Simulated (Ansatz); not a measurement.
## Surface bands of Pt(110), 9 layers, H below: the same run with other settings: efield.ramp_width = 0.15

Ansatz 0.2.0; plane-wave DFT, PBE, Ansatz PAW.

A run with a changed input: it repeats the earlier run with efield.ramp_width from 0.06 to 0.15; its output block differs too.

input.yaml reads:

```yaml
crystal:
  lattice:
    - [3.92, 0.0, 0.0]
    - [0.0, 2.7718585823, 0.0]
    - [0.0, 0.0, 29.987434329]
  atoms:
    - { symbol: Pt, position: [0.0, 0.0, 0.3273793319] }
    - { symbol: Pt, position: [0.5, 0.5, 0.3718921196] }
    - { symbol: Pt, position: [0.0, 0.0, 0.4225722829] }
    - { symbol: Pt, position: [0.5, 0.5, 0.4687892842] }
    - { symbol: Pt, position: [0.0, 0.0, 0.5150062855] }
    - { symbol: Pt, position: [0.5, 0.5, 0.5612232868] }
    - { symbol: Pt, position: [0.0, 0.0, 0.6087831441] }
    - { symbol: Pt, position: [0.5, 0.5, 0.6593663343] }
    - { symbol: Pt, position: [0.0, 0.0, 0.7007123233] }
    - { symbol: H, position: [0.5, 0.5, 0.3171961807] }
kpoints:
  mp_grid: { grid: [10, 14, 1] }
  band_path:
    path:
      - [0, 0, 0]
      - [0.5, 0, 0]
      - [0.5, 0.5, 0]
      - [0, 0, 0]
      - [0, 0.5, 0]
      - [0.5, 0.5, 0]
    npoints: 24
hamiltonian:
  xc: pbe
scf:
  occupations: { method: fermi_dirac, width: 0.05 }
  convergence: { dr2_threshold: 1.0e-09 }
efield:
  axis: 3
  dipole_correction: true
  ramp_position: 0.97
  ramp_width: 0.15
output:
  fatbands: true
  dos: { projected: true, e_range: [-8, 5] }
  write_potential: true
  write_density: true
  volumetric_format: npy
```

The run is started by

```sh
$ ansatz run input.yaml --threads 4 --pin off --max-ram 6144MiB --backend cpu --events-out ev --progress --plain --runs-dir out
```

Before running it: what should come out for the density of states against energy?

An odd count of 163 valence electrons without spin polarisation leaves states at the Fermi level.

The density of states has structure finer than the step of the table below, so its rows give means over 0.5 eV, whole bins alone (the curve runs from -8 to 2 eV). Peaks (eV: height): -4.51: 23.1, -3.96: 19.8, -3.57: 20.7, -3.47: 20.7, -3.34: 18.9, -0.73: 18.7, -0.18: 22.7.

Nothing in the table moves by 0.01 in its unit (for the dipole 0.5 % and 5e-5 e·Å).

Numbers from this step:

```
work function, upper face      : 5.303 eV
work function, lower face      : 5.106 eV
dipole along the normal        : -0.01183 e·Å
step between the vacuum levels : 0.1971 eV
```

The density of states by energy, zero at the Fermi level; means over each step:

```csv
energy (eV),density of states (states/eV a cell)
-7.5,2.42
-7.0,4.35
-6.5,7.08
-6.0,11.1
-5.5,11.7
-5.0,10.0
-4.5,12.4
-4.0,15.1
-3.5,16.4
-3.0,13.8
-2.5,11.4
-2.0,13.9
-1.5,12.5
-1.0,11.9
-0.5,15.4
0.0,15.8
0.5,5.52
1.0,2.99
1.5,2.93
```

Projected DOS per atom over height of the atomic layer and energy from the Fermi level. Layers: HPt Pt Pt Pt Pt Pt Pt Pt Pt from below.

Ten even steps from '_' (0.06 states/eV) to '@' (2.51 states/eV), each cell a mean:
```
__________________
__________________
__..____________..
....::::--::--::--
--++########**##@@
++++++++==**==**@@
========--++====**
----========++++**
==--++++++++++++##
----==========++##
::==++==++==++++**
::++####**##**++**
::**%%########**++
::##++**++**++##++
..++==========**==
..**==--======++::
..##++==++==++++--
..**++++++++++==::
__----==++==--::__
__..::::--::....__
..::__....________
__..______________
```
Columns: height of the atomic layer (Å) from 9.66 to 21.0 (not evenly spaced); rows upwards: energy from the Fermi level (eV) from -7.96 to 1.95.

Shares of the projected weight; 9 atomic layers. The electronic bands at the labelled points (eV, zero at the Fermi level):

```csv
point,band 79,band 80,band 81,band 82,band 83,band 84,band 85,band 86
Γ,-0.56,-0.42,-0.11,-0.10,-0.06,0.19,0.29,0.47
halfway,-0.51,-0.42,-0.27,0.00,0.02,0.10,0.18,0.21
X,-0.49,-0.46,-0.21,-0.16,-0.13,-0.05,0.02,0.02
halfway,-0.73,-0.57,-0.28,-0.09,0.01,0.77,0.86,1.57
S,0.14,0.17,0.35,0.56,0.71,2.44,2.56,2.79
halfway,-0.41,-0.35,-0.18,-0.05,-0.03,0.04,0.59,1.83
Γ,-0.56,-0.42,-0.11,-0.10,-0.06,0.19,0.29,0.47
halfway,-0.58,-0.57,-0.19,-0.18,0.14,0.34,0.46,0.76
Y,0.33,0.36,0.48,0.71,1.93,1.98,2.06,2.09
halfway,0.21,0.28,0.35,1.41,1.82,1.86,2.45,2.52
S,0.14,0.17,0.35,0.56,0.71,2.44,2.56,2.79
```

Of the projections kept (top two layers, bottom two layers, interior), the largest for each band there; the rest of the weight can lie on other orbitals:

```csv
point,band 79,band 80,band 81,band 82,band 83,band 84,band 85,band 86
Γ,interior 0.52,bottom two layers 0.45,interior 0.65,interior 0.63,bottom two layers 0.43,interior 0.50,bottom two layers 0.34,interior 0.54
X,interior 0.63,interior 0.77,interior 0.52,interior 0.82,interior 0.59,top two layers 0.57,top two layers 0.48,top two layers 0.42
S,top two layers 0.68,top two layers 0.62,interior 0.74,top two layers 0.48,top two layers 0.47,interior 0.91,interior 0.86,bottom two layers 0.96
Γ,interior 0.52,bottom two layers 0.45,interior 0.65,interior 0.63,bottom two layers 0.43,interior 0.50,bottom two layers 0.34,interior 0.54
Y,interior 0.73,interior 0.71,interior 0.70,bottom two layers 0.67,bottom two layers 0.53,interior 1.00,interior 0.74,interior 0.53
S,top two layers 0.68,top two layers 0.62,interior 0.74,top two layers 0.48,top two layers 0.47,interior 0.91,interior 0.86,bottom two layers 0.96
```

Surface states, by row:

```csv
point,level (eV from the Fermi level),share on the top two layers,share on the bottom two layers
S,-1.82,0.3602,0.4207
S,-0.258,0.0261,0.7594
S,0.0985,0.1029,0.679
S,0.5569,0.4818,0.2888
S,0.7107,0.4653,0.2999
Γ,-2.932,0.9006,0.002556
Γ,-0.4246,0.3296,0.4453
X,0.0195,0.4775,0.4184
```

```csv
quantity,this run,earlier run,difference
"work function, upper face (eV)",5.303,5.303,1.1e-5
"work function, lower face (eV)",5.106,5.106,-1.6e-6
dipole along the normal (e·Å),-0.01183,-0.01183,-9.7e-7
```

[Logs are printed without paths, hosts, clocks, repeated set-up lines and the standing remarks that a program may print on its own settings, such as how far it seeks lower states.]

[Hosts, paths, dates, database ids (printed as entryN), source tags and the programs' standing remarks are cut or masked in the printed files.]

[Maps of the electrostatic potential energy from Ansatz leave out the sawtooth potential of an applied field or a dipole correction, so their vacuum need not be flat; planar profiles and work functions include it.]
